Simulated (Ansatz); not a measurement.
# Antimonene bilayer (AA) in a perpendicular field, part 3 of 3

Wanted: the out-of-plane response of the antimonene bilayer (AA). A positive field points along +c.

Ansatz 0.2.0; plane-wave DFT, PBE-D3(BJ), Ansatz PAW (set soft_1); PAW set soft_1 (the session's first sound run).

So far. Step 7 (Single point, field 0.25 V/Å): The dipole is 0.178 e·Å, and the gap 0.210 eV. Step 8 (Atoms held, field -0.25 V/Å): The dipole is -0.178 e·Å, and the gap 0.210 eV.

**9. Response, atoms held**

This step: plane-wave DFT, PBE-D3(BJ), Ansatz PAW (set soft_1); response to a field along the normal, atoms held; PAW set soft_1 (Ansatz 0.2.0).

The dipoles give the slope, and the difference of two potentials shows where the field is screened.

Numbers from this step:

- equivalent conductor thickness p/(ε₀AE): 8.933 Å
- distance between the outer atoms: 6.273 Å

Dipole of the cell against applied field:

| applied field (V/Å) | dipole of the cell (e·Å) |
| --- | --- |
| -0.250 | -0.178 |
| -0.030 | -0.0214 |
| 0.000 | 1.7e-6 |
| 0.030 | 0.0214 |
| 0.150 | 0.107 |
| 0.250 | 0.178 |

Local field over the applied field, running mean. From the potentials at -0.03 and 0.03 V/Å; running mean over 2.5 Å. Local field over applied field against z:

z (Å), local field over applied field and a bar:
```
      4.5      0.994 ##############################
      5.0      0.986 ##############################
      5.5      0.966 #############################
      6.0      0.922 ############################
      6.5      0.836 #########################
      7.0      0.698 #####################
      7.5      0.529 ################
      8.0      0.355 ###########
      8.5      0.195 ######
      9.0      0.075 ##
      9.5      0.015 
     10.0      0.003 
     10.5      0.021 #
     11.0      0.059 ##
     11.5      0.097 ###
     12.0      0.119 ###
     12.5      0.112 ###
     13.0      0.081 ##
     13.5      0.040 #
     14.0      0.010 
     14.5      0.004 
     15.0      0.034 #
     15.5      0.123 ####
     16.0      0.265 ########
     16.5      0.434 #############
     17.0      0.607 ##################
     17.5      0.766 #######################
     18.0      0.882 ###########################
     18.5      0.946 ############################
     19.0      0.977 #############################
     19.5      0.991 ##############################
     20.0      0.996 ##############################
```

Electrons, planar mean, per unit field. Induced electron density against z:

| z (Å) | induced electron density (e/Å³ per V/Å) |
| --- | --- |
| 4.5 | 2.7e-5 |
| 5.0 | 6.8e-5 |
| 5.5 | 1.7e-4 |
| 6.0 | 4.0e-4 |
| 6.5 | 8.9e-4 |
| 7.0 | 0.00183 |
| 7.5 | 0.00298 |
| 8.0 | 0.00283 |
| 8.5 | 0.00104 |
| 9.0 | 8.3e-4 |
| 9.5 | 3.7e-4 |
| 10.0 | 4.0e-5 |
| 10.5 | -7.6e-4 |
| 11.0 | -7.2e-4 |
| 11.5 | -6.9e-4 |
| 12.0 | -2.7e-4 |
| 12.5 | 6.1e-4 |
| 13.0 | 5.9e-4 |
| 13.5 | 9.1e-4 |
| 14.0 | 3.8e-4 |
| 14.5 | -2.9e-4 |
| 15.0 | -4.9e-4 |
| 15.5 | -9.3e-4 |
| 16.0 | -0.00177 |
| 16.5 | -0.00320 |
| 17.0 | -0.00249 |
| 17.5 | -0.00134 |
| 18.0 | -6.2e-4 |
| 18.5 | -2.7e-4 |
| 19.0 | -1.1e-4 |
| 19.5 | -4.5e-5 |
| 20.0 | -1.7e-5 |

The smaller of the gaps on the path and on the k-mesh, counted as 0 under 0.03 eV. Gap against applied field:

| applied field (V/Å) | gap (eV) |
| --- | --- |
| -0.250 | 0.210 |
| -0.030 | 0.211 |
| 0.000 | 0.211 |
| 0.030 | 0.211 |
| 0.150 | 0.211 |
| 0.250 | 0.210 |

By hand: between -0.03 and 0.03 V/Å the dipole changes by 0.04271 e·Å, a slope of 0.7119 e·Å²/V. A perfect conductor of thickness t has p = ε₀AEt, so t = 180.95 × 0.7119 / 14.420 = 8.93 Å (e/ε₀ = 180.95 V·Å, A in Å²).

The induced dipole is that of a conductor 8.93 Å thick.

**10. With spin-orbit coupling**

This step: plane-wave DFT, PBE, fully relativistic PAW with spin-orbit coupling; PAW set soft_1 (Ansatz 0.2.0).

Heavy atoms split their bands by spin-orbit coupling, so this run uses fully relativistic files and two-component states.

Input file input.yaml:

```yaml
crystal:
  lattice:
    - [4.0805423759, 0.0, 0.0]
    - [-2.040271188, 3.5338533588, 0.0]
    - [0.0, 0.0, 24.2731018823]
  atoms:
    - { symbol: Sb, position: [0.6666666667, 0.3333333333, 0.3707807945] }
    - { symbol: Sb, position: [0.3333333333, 0.6666666667, 0.4387937203] }
    - { symbol: Sb, position: [0.6666666667, 0.3333333333, 0.5612062797] }
    - { symbol: Sb, position: [0.3333333333, 0.6666666667, 0.6292192055] }
kpoints:
  mp_grid: { grid: [12, 12, 1] }
  band_path:
    path: [[0, 0, 0], [0.5, 0, 0], [0.33333333, 0.33333333, 0], [0, 0, 0]]
    npoints: 16
hamiltonian:
  xc: pbe
  pseudopotentials: { kind: paw_fr, azcp: { folder: soft_1 } }
magnetization:
  noncollinear: true
  spin_orbit: true
scf:
  occupations: { method: fermi_dirac, width: 0.05 }
  convergence: { dr2_threshold: 1.0e-09 }
efield:
  axis: 3
  dipole_correction: true
  ramp_position: 0.97
  ramp_width: 0.06
  amplitude: 0
output:
  write_potential: true
  write_density: true
  volumetric_format: npy
```

On the command line:

```
$ ansatz run input.yaml --threads 4 --pin off --max-ram 6144MiB --backend cpu --events-out ev --progress --plain --runs-dir out
```

Numbers of over 12 decimals in the logs are rounded to 6 here.

The log of the run:

```text
[...]
non-collinear run that drives no moment, with spin-orbit: no starting moment large enough to seed its density (crystal.atoms[].spin), no starting occupations that ask for one, no magnetisation constraint and no magnetic field, so the semilocal B_xc is pinned to zero
Crystal: 4 atoms, lattice volume = 350.019 Å³
Basis set: ecut = 420 eV, 6825 PW (Γ)
Bands: 72, of which v1, the nominal top of the filled ones, is band 60 counted from 1 (59 counted from 0)
Symmetry: 6 space group operations + 6 with time reversal
k-points: 19 of 144 (time reversal used)
Projection manifold: j_resolved (fully-relativistic pseudo-atomic orbitals)
[...]
SCF iter   1: F=—  HF=-25947.678390 eV  |F-HF|=—  |Δ(HF+E_count)|=         —  Δρ=1.09e-2  dr2=4.37e-1  dr2_m=0.00e0 (ungated)  ethr=7.00e-4  |M|=0.00e0 ∫|m|=0.00e0 μB  |m|>n=0.0e0 m-floor=0.0e0 τ_xc=0.0e0  β_m=1.00  p=0.000 e·Å  D=1.05e-13 V/Å  ΔV_dip=-0.00 eV  dr2_dipole=1.03e-9  V_vac-E_F(+/−)=4.72/4.72 eV  ⟨swp⟩=1.6  Hψ=8649  notcnv=0
[...]
spin=Noncollinear: LDOS preconditioning applied to the charge; magnetization (m_x, m_y, m_z) channels mix plain (no charge-response kernel on spin).
SCF iter   2: F=—  HF=-25947.659058 eV  |F-HF|=—  |Δ(HF+E_count)|=   1.93e-2  Δρ=2.50e-3  dr2=2.06e-1  dr2_m=0.00e0 (ungated)  ethr=7.00e-4  |M|=0.00e0 ∫|m|=0.00e0 μB  |m|>n=0.0e0 m-floor=0.0e0 τ_xc=0.0e0  β_m=0.92  p=0.000 e·Å  D=5.61e-6 V/Å  ΔV_dip=-0.00 eV  dr2_dipole=2.52e-8  V_vac-E_F(+/−)=3.82/3.82 eV  ⟨swp⟩=4.1  Hψ=2171  notcnv=0
[...]
SCF iter  11: F=-25947.630095 eV  HF=-25947.630095 eV  |F-HF|=6.55e-11  |Δ(HF+E_count)|=  2.33e-10  Δρ=8.93e-8  dr2=1.11e-10  dr2_m=0.00e0 (ungated)  ethr=1.67e-12  |M|=0.00e0 ∫|m|=0.00e0 μB  |m|>n=0.0e0 m-floor=0.0e0 τ_xc=0.0e0  p=-0.000 e·Å  D=-3.09e-7 V/Å  ΔV_dip=0.00 eV  dr2_dipole=2.49e-11  V_vac-E_F(+/−)=4.14/4.14 eV  ⟨swp⟩=10.7  Hψ=4203  notcnv=0
SCF 1 converged in 11 iterations: F = -25947.630095 eV  dr2 = 1.11e-10
[...]
SCF converged after 11 iterations
Magnetization: |M| = 0.0000 μB,  M = (+0.0000, +0.0000, +0.0000) μB
Absolute magnetization: 0.0000 μB (∫|m|)
  site 0: m = (+0.0000, +0.0000, +0.0000) μB, |m| = 0.0000 μB  (R = 1.19 Å)
  site 1: m = (+0.0000, +0.0000, +0.0000) μB, |m| = 0.0000 μB  (R = 1.19 Å)
  site 2: m = (+0.0000, +0.0000, +0.0000) μB, |m| = 0.0000 μB  (R = 1.19 Å)
  site 3: m = (+0.0000, +0.0000, +0.0000) μB, |m| = 0.0000 μB  (R = 1.19 Å)
Free energy (F): -25947.630095 eV
[...]
Internal energy: -25947.626830 eV  (E = F + TS)
E sigma→0 (E₀):  -25947.628463 eV
Entropy (-TS):   -0.003265 eV (-0.816 meV/atom)
Fermi energy:    0.830708 eV
Dipole field:    D = 0.000005 V/Å  (p = 0.000009 e·Å, saw-weighted, corrected)
Work function:   Φ+ = 4.1444 eV   Φ− = 4.1445 eV
[...]
--- Band table (eV; the first three rows and the last of 19) ---
  k-point 0: bands = [... 56 lower, 0.5722, 0.5722, 0.5826, 0.5826, 1.6825, 1.6825, 2.4910, 2.4910, ... 8 higher]
  k-point 1: bands = [... 56 lower, 0.1512, 0.1512, 0.7210, 0.7210, 2.1515, 2.1515, 2.5094, 2.5094, ... 8 higher]
  k-point 2: bands = [... 56 lower, -0.2895, -0.2895, 0.5070, 0.5070, 1.7653, 1.7653, 2.3265, 2.3265, ... 8 higher]
  k-point 18: bands = [... 56 lower, -1.2996, -1.2996, -1.1166, -1.1166, 0.8708, 0.8708, 2.1957, 2.1957, ... 8 higher]
```

Run time: 74 s. Hardware: 4 threads of Intel Xeon Platinum 8259CL at 2.50GHz (Skylake/Cascade Lake), shared host; peak memory 2.3 GiB; 4.8 min of CPU time.

This step gave:

```yaml
energy_at_zero_smearing: -25947.6285 eV
dipole_along_the_normal: 9.21e-6 e·Å
gap_along_the_path: 0.1524 eV
smallest_direct_gap_along_the_path: 1.100 eV
ionisation_energy_upper_face: 4.257 eV
electron_affinity_upper_face: 4.104 eV
gap_the_smaller_of_path_and_mesh: 0.1498 eV
```

Electronic bands along the path, in eV, zero at the Fermi level of the run, which the smearing sets inside the gap:

| point | band 57 | band 58 | band 59 | band 60 | band 61 | band 62 | band 63 | band 64 |
| --- | --- | --- | --- | --- | --- | --- | --- | --- |
| Γ | -0.26 | -0.26 | -0.25 | -0.25 | 0.85 | 0.85 | 1.66 | 1.66 |
| halfway | -1.44 | -1.44 | -0.92 | -0.92 | 0.45 | 0.45 | 1.36 | 1.36 |
| M | -2.05 | -2.05 | -1.72 | -1.72 | 0.70 | 0.70 | 0.76 | 0.76 |
| halfway | -2.46 | -2.46 | -1.75 | -1.75 | 0.79 | 0.79 | 1.39 | 1.39 |
| K | -2.13 | -2.13 | -1.95 | -1.95 | 0.04 | 0.04 | 1.36 | 1.36 |
| halfway | -1.42 | -1.42 | -1.03 | -1.03 | 1.42 | 1.42 | 1.60 | 1.60 |
| Γ | -0.26 | -0.26 | -0.25 | -0.25 | 0.85 | 0.85 | 1.66 | 1.66 |

The gap is 0.15 eV, with the valence edge 4.26 eV and the conduction edge 4.10 eV under the upper vacuum level.

**11. With spin-orbit coupling, field 0.2 V/Å**

The same in a field along the normal.

input.yaml, as its differences from that of step 10:

```diff
@@ -12,5 +12,3 @@
   mp_grid: { grid: [12, 12, 1] }
-  band_path:
-    path: [[0, 0, 0], [0.5, 0, 0], [0.33333333, 0.33333333, 0], [0, 0, 0]]
-    npoints: 16
+  band_path: { path: [[0, 0, 0], [0.12, 0, 0]], npoints: 24 }
 hamiltonian:
@@ -27,5 +25,5 @@
   dipole_correction: true
-  ramp_position: 0.97
-  ramp_width: 0.06
-  amplitude: 0
+  ramp_position: 0.9625
+  ramp_width: 0.075
+  amplitude: 0.2
 output:
```

The log of the run:

```text
[...]
Crystal: 4 atoms, lattice volume = 350.019 Å³
Basis set: ecut = 420 eV, 6825 PW (Γ)
Bands: 72, of which v1, the nominal top of the filled ones, is band 60 counted from 1 (59 counted from 0)
Symmetry: 6 space group operations + 6 with time reversal
k-points: 19 of 144 (time reversal used)
[...]
k-point 0: bands = [... 56 lower, 0.5687, 0.5687, 0.5825, 0.5825, 1.6791, 1.6791, 2.4868, 2.4868, ... 8 higher]
  k-point 1: bands = [... 56 lower, 0.1408, 0.1608, 0.7155, 0.7203, 2.1309, 2.1610, 2.5055, 2.5082, ... 8 higher]
  k-point 2: bands = [... 56 lower, -0.2961, -0.2828, 0.5044, 0.5045, 1.7591, 1.7611, 2.3227, 2.3251, ... 8 higher]
  k-point 18: bands = [... 56 lower, -1.3126, -1.2910, -1.1307, -1.1071, 0.8661, 0.8676, 2.1914, 2.1954, ... 8 higher]
[key lines of the parts left out:]
SCF converged after 10 iterations
Magnetization: |M| = 0.0000 μB,  M = (+0.0000, +0.0000, +0.0000) μB
Free energy (F): -25947.644340 eV
Fermi energy:    0.827253 eV
Dipole field:    D = 0.073663 V/Å  (p = 0.142489 e·Å, saw-weighted, corrected)
```

It took 57 s on 4 threads; peak memory 2.3 GiB; 3.7 min of CPU time.

Numbers from this step:

* energy at zero smearing: -25947.6427 eV
* dipole along the normal: 0.1425 e·Å
* gap along the path: 0.9589 eV
* smallest direct gap along the path: 1.097 eV
* gap, the smaller of path and mesh: 0.1458 eV

The dipole is 0.142 e·Å, and the gap 0.146 eV.

**12. A changed input**

This step: plane-wave DFT, PBE-D3(BJ), Ansatz PAW (set soft_1) (Ansatz 0.2.0).

A run with a changed input: it repeats the earlier run at 0.03 V/Å with kpoints.mp_grid.grid from [12, 12, 1] to [4, 4, 1] and basis.ecutrho_ratio to 6.

input.yaml, the sections that differ from step 11:

```yaml
kpoints:
  mp_grid: { grid: [4, 4, 1] }
  band_path:
    path: [[0, 0, 0], [0.5, 0, 0], [0.33333333, 0.33333333, 0], [0, 0, 0]]
    npoints: 16
hamiltonian:
  xc: pbe
  dispersion: d3bj
  pseudopotentials: { kind: paw, azcp: { folder: soft_1 } }
scf:
  occupations: { method: fermi_dirac, width: 0.05 }
  convergence: { dr2_threshold: 1.0e-10 }
efield:
  axis: 3
  dipole_correction: true
  ramp_position: 0.97
  ramp_width: 0.06
  amplitude: 0.03
basis:
  ecutrho_ratio: 6
# crystal, output: as in step 11
# magnetization: removed
```

The log of the run:

```text
[...]
Crystal: 4 atoms, lattice volume = 350.019 Å³
Basis set: ecut = 420 eV, 6825 PW (Γ)
Bands: 36, of which v1, the nominal top of the filled ones, is band 30 counted from 1 (29 counted from 0)
Symmetry: 6 space group operations
k-points: 4 of 16 (time reversal used)
[...]
SCF iter  14: F=-25939.040904 eV  HF=-25939.040904 eV  |F-HF|=2.55e-11  |Δ(HF+E_count)|=  1.46e-11  Δρ=3.35e-8  dr2=1.47e-11  ethr=1.00e-12  p=0.022 e·Å  D=1.11e-2 V/Å  ΔV_dip=-0.27 eV  dr2_dipole=3.71e-14  V_vac-E_F(+/−)=4.31/3.91 eV  ⟨swp⟩=2.8  Hψ=326  notcnv=0
SCF 1 converged in 14 iterations: F = -25939.040904 eV  dr2 = 1.47e-11
[...]
SCF converged after 14 iterations
Free energy (F): -25939.040904 eV
[...]
Internal energy: -25939.040857 eV  (E = F + TS)
E sigma→0 (E₀):  -25939.040881 eV
Entropy (-TS):   -0.000048 eV (-0.012 meV/atom)
Fermi energy:    0.846996 eV
Dipole field:    D = 0.011125 V/Å  (p = 0.021520 e·Å, saw-weighted, corrected)
Work function:   not extracted (applied field tilts the vacuum); planar V_es + V_field profile in the machine report
[...]
--- Band table (eV) ---
  k-point 0: bands = [... 26 lower, 0.1181, 0.3562, 0.3562, 0.4342, 1.7920, 2.8243, 2.9449, 2.9449, ... 2 higher]
  k-point 1: bands = [... 26 lower, -0.8884, -0.6830, -0.5986, -0.1005, 1.3351, 2.2445, 3.2895, 3.3112, ... 2 higher]
  k-point 2: bands = [... 26 lower, -1.8975, -1.5203, -1.2125, -0.9085, 1.5748, 1.6273, 2.5904, 3.1619, ... 2 higher]
  k-point 3: bands = [... 26 lower, -2.7540, -1.9438, -1.3071, -0.6187, 1.4716, 2.4701, 2.7173, 3.4769, ... 2 higher]
```

It took 6.5 s on 4 threads; peak memory 0.78 GiB.

| quantity | this run | earlier run | difference |
| --- | --- | --- | --- |
| dipole along the normal (e·Å) | 0.02152 | 0.02136 | 1.6e-4 |
| gap along the path (eV) | 0.2142 | 0.2114 | 0.0029 |
| smallest direct gap along the path (eV) | 1.315 | 1.311 | 0.0033 |

What moves beyond 0.01 in its unit (for the dipole 0.5 % and 5e-5 e·Å): dipole along the normal (+0.000163 e·Å).

The change shows in the results, which are not taken further.

**13. Varying the input**

Another changed input: it repeats the earlier run at 0.03 V/Å with scf.eigensolver.kind to davidson, basis.precision to f64 and scf.convergence.dr2_threshold from 1e-10 to 1e-09.

input.yaml, as its differences from that of step 12:

```diff
@@ -11,3 +11,3 @@
 kpoints:
-  mp_grid: { grid: [4, 4, 1] }
+  mp_grid: { grid: [12, 12, 1] }
   band_path:
@@ -21,3 +21,4 @@
   occupations: { method: fermi_dirac, width: 0.05 }
-  convergence: { dr2_threshold: 1.0e-10 }
+  convergence: { dr2_threshold: 1.0e-09 }
+  eigensolver: { kind: davidson }
 efield:
@@ -33,2 +34,2 @@
 basis:
-  ecutrho_ratio: 6
+  precision: f64
```

The log of the run:

```text
[...]
Crystal: 4 atoms, lattice volume = 350.019 Å³
Basis set: ecut = 420 eV, 6825 PW (Γ)
Bands: 36, of which v1, the nominal top of the filled ones, is band 30 counted from 1 (29 counted from 0)
Symmetry: 6 space group operations
k-points: 19 of 144 (time reversal used)
[...]
SCF iter  12: F=-25939.268613 eV  HF=-25939.268613 eV  |F-HF|=4.04e-10  |Δ(HF+E_count)|=  5.78e-10  Δρ=2.15e-7  dr2=5.08e-10  ethr=2.08e-12  p=0.021 e·Å  D=1.10e-2 V/Å  ΔV_dip=-0.27 eV  dr2_dipole=1.74e-11  V_vac-E_F(+/−)=4.38/3.98 eV  ⟨swp⟩=3.8  Hψ=1508  notcnv=0
SCF 1 converged in 12 iterations: F = -25939.268613 eV  dr2 = 5.08e-10
[...]
SCF converged after 12 iterations
Free energy (F): -25939.268613 eV
[...]
Internal energy: -25939.266398 eV  (E = F + TS)
E sigma→0 (E₀):  -25939.267506 eV
Entropy (-TS):   -0.002215 eV (-0.554 meV/atom)
Fermi energy:    0.790473 eV
Dipole field:    D = 0.011044 V/Å  (p = 0.021363 e·Å, saw-weighted, corrected)
Work function:   not extracted (applied field tilts the vacuum); planar V_es + V_field profile in the machine report
[...]
--- Band table (eV; the first three rows and the last of 19) ---
  k-point 0: bands = [... 26 lower, 0.0695, 0.3070, 0.3070, 0.3986, 1.7487, 2.7780, 2.9017, 2.9017, ... 2 higher]
  k-point 1: bands = [... 26 lower, -0.4227, -0.1134, 0.1370, 0.6367, 2.2570, 2.6138, 2.8278, 3.0169, ... 2 higher]
  k-point 2: bands = [... 26 lower, -0.8347, -0.5145, -0.2423, 0.4633, 1.7957, 2.3617, 3.2040, 3.3143, ... 2 higher]
  k-point 18: bands = [... 26 lower, -2.3863, -2.3860, -1.1968, -1.1934, 0.8663, 2.2090, 3.1003, 3.1026, ... 2 higher]
```

The job ended after 15 s (4 threads; peak memory 0.74 GiB; 58 s of CPU time).

Numbers from this step:

```yaml
energy_at_zero_smearing: -25939.2675 eV
dipole_along_the_normal: 0.02136 e·Å
gap_along_the_path: 0.2114 eV
smallest_direct_gap_along_the_path: 1.311 eV
gap_the_smaller_of_path_and_mesh: 0.2114 eV
```

Electronic bands along the path, in eV, zero at the Fermi level of the run, which the smearing sets inside the gap:

| point | band 27 | band 28 | band 29 | band 30 | band 31 | band 32 | band 33 | band 34 |
| --- | --- | --- | --- | --- | --- | --- | --- | --- |
| Γ | -0.72 | -0.48 | -0.48 | -0.39 | 0.96 | 1.99 | 2.11 | 2.11 |
| halfway | -1.73 | -1.51 | -1.44 | -0.93 | 0.50 | 1.41 | 2.46 | 2.48 |
| M | -2.73 | -2.36 | -2.05 | -1.74 | 0.74 | 0.80 | 1.76 | 2.33 |
| halfway | -3.05 | -2.82 | -2.39 | -1.72 | 0.83 | 1.43 | 1.90 | 2.45 |
| K | -3.18 | -3.18 | -1.99 | -1.98 | 0.08 | 1.42 | 2.31 | 2.31 |
| halfway | -2.66 | -2.38 | -1.39 | -0.99 | 1.48 | 1.68 | 1.87 | 2.60 |
| Γ | -0.72 | -0.48 | -0.48 | -0.39 | 0.96 | 1.99 | 2.11 | 2.11 |

| quantity | this run | earlier run | difference |
| --- | --- | --- | --- |
| dipole along the normal (e·Å) | 0.02136 | 0.02136 | 7.0e-6 |
| gap along the path (eV) | 0.2114 | 0.2114 | -2.0e-6 |
| smallest direct gap along the path (eV) | 1.311 | 1.311 | 0 |

Nothing in the table moves by 0.01 in its unit (for the dipole 0.5 % and 5e-5 e·Å). The run took 12 SCF cycles against 11.

The path shows an indirect gap of 0.21 eV (valence top between K and Γ, conduction bottom at K). The least direct gap is 1.31 eV.

**14. What came out**

```
gap without field                          : 0.211 eV
ionisation energy, upper face              : 4.33 eV
electron affinity, upper face              : 4.11 eV
equivalent conductor thickness, atoms held : 8.93 Å
```

What this shows: The induced dipole equals that of a perfect conductor 8.93 Å thick, while the outer atoms lie 6.27 Å apart; an out-of-plane ε follows only once a thickness t is chosen, by 1 − 1/ε = 8.93 Å / t. The gap stays within 0.01 eV of 0.21 eV over the fields run, up to 0.25 V/Å in size. Semilocal functionals give gaps that are too small, and excitons are not included. The field series itself is without spin-orbit coupling.

[Logs are printed without paths, hosts, clocks, repeated set-up lines and the standing remarks that a program may print on its own settings, such as how far it seeks lower states.]

[Hosts, paths, dates, database ids (printed as entryN), source tags and the programs' standing remarks are cut or masked in the printed files.]

[Maps of the electrostatic potential energy from Ansatz leave out the sawtooth potential of an applied field or a dipole correction, so their vacuum need not be flat; planar profiles and work functions include it.]
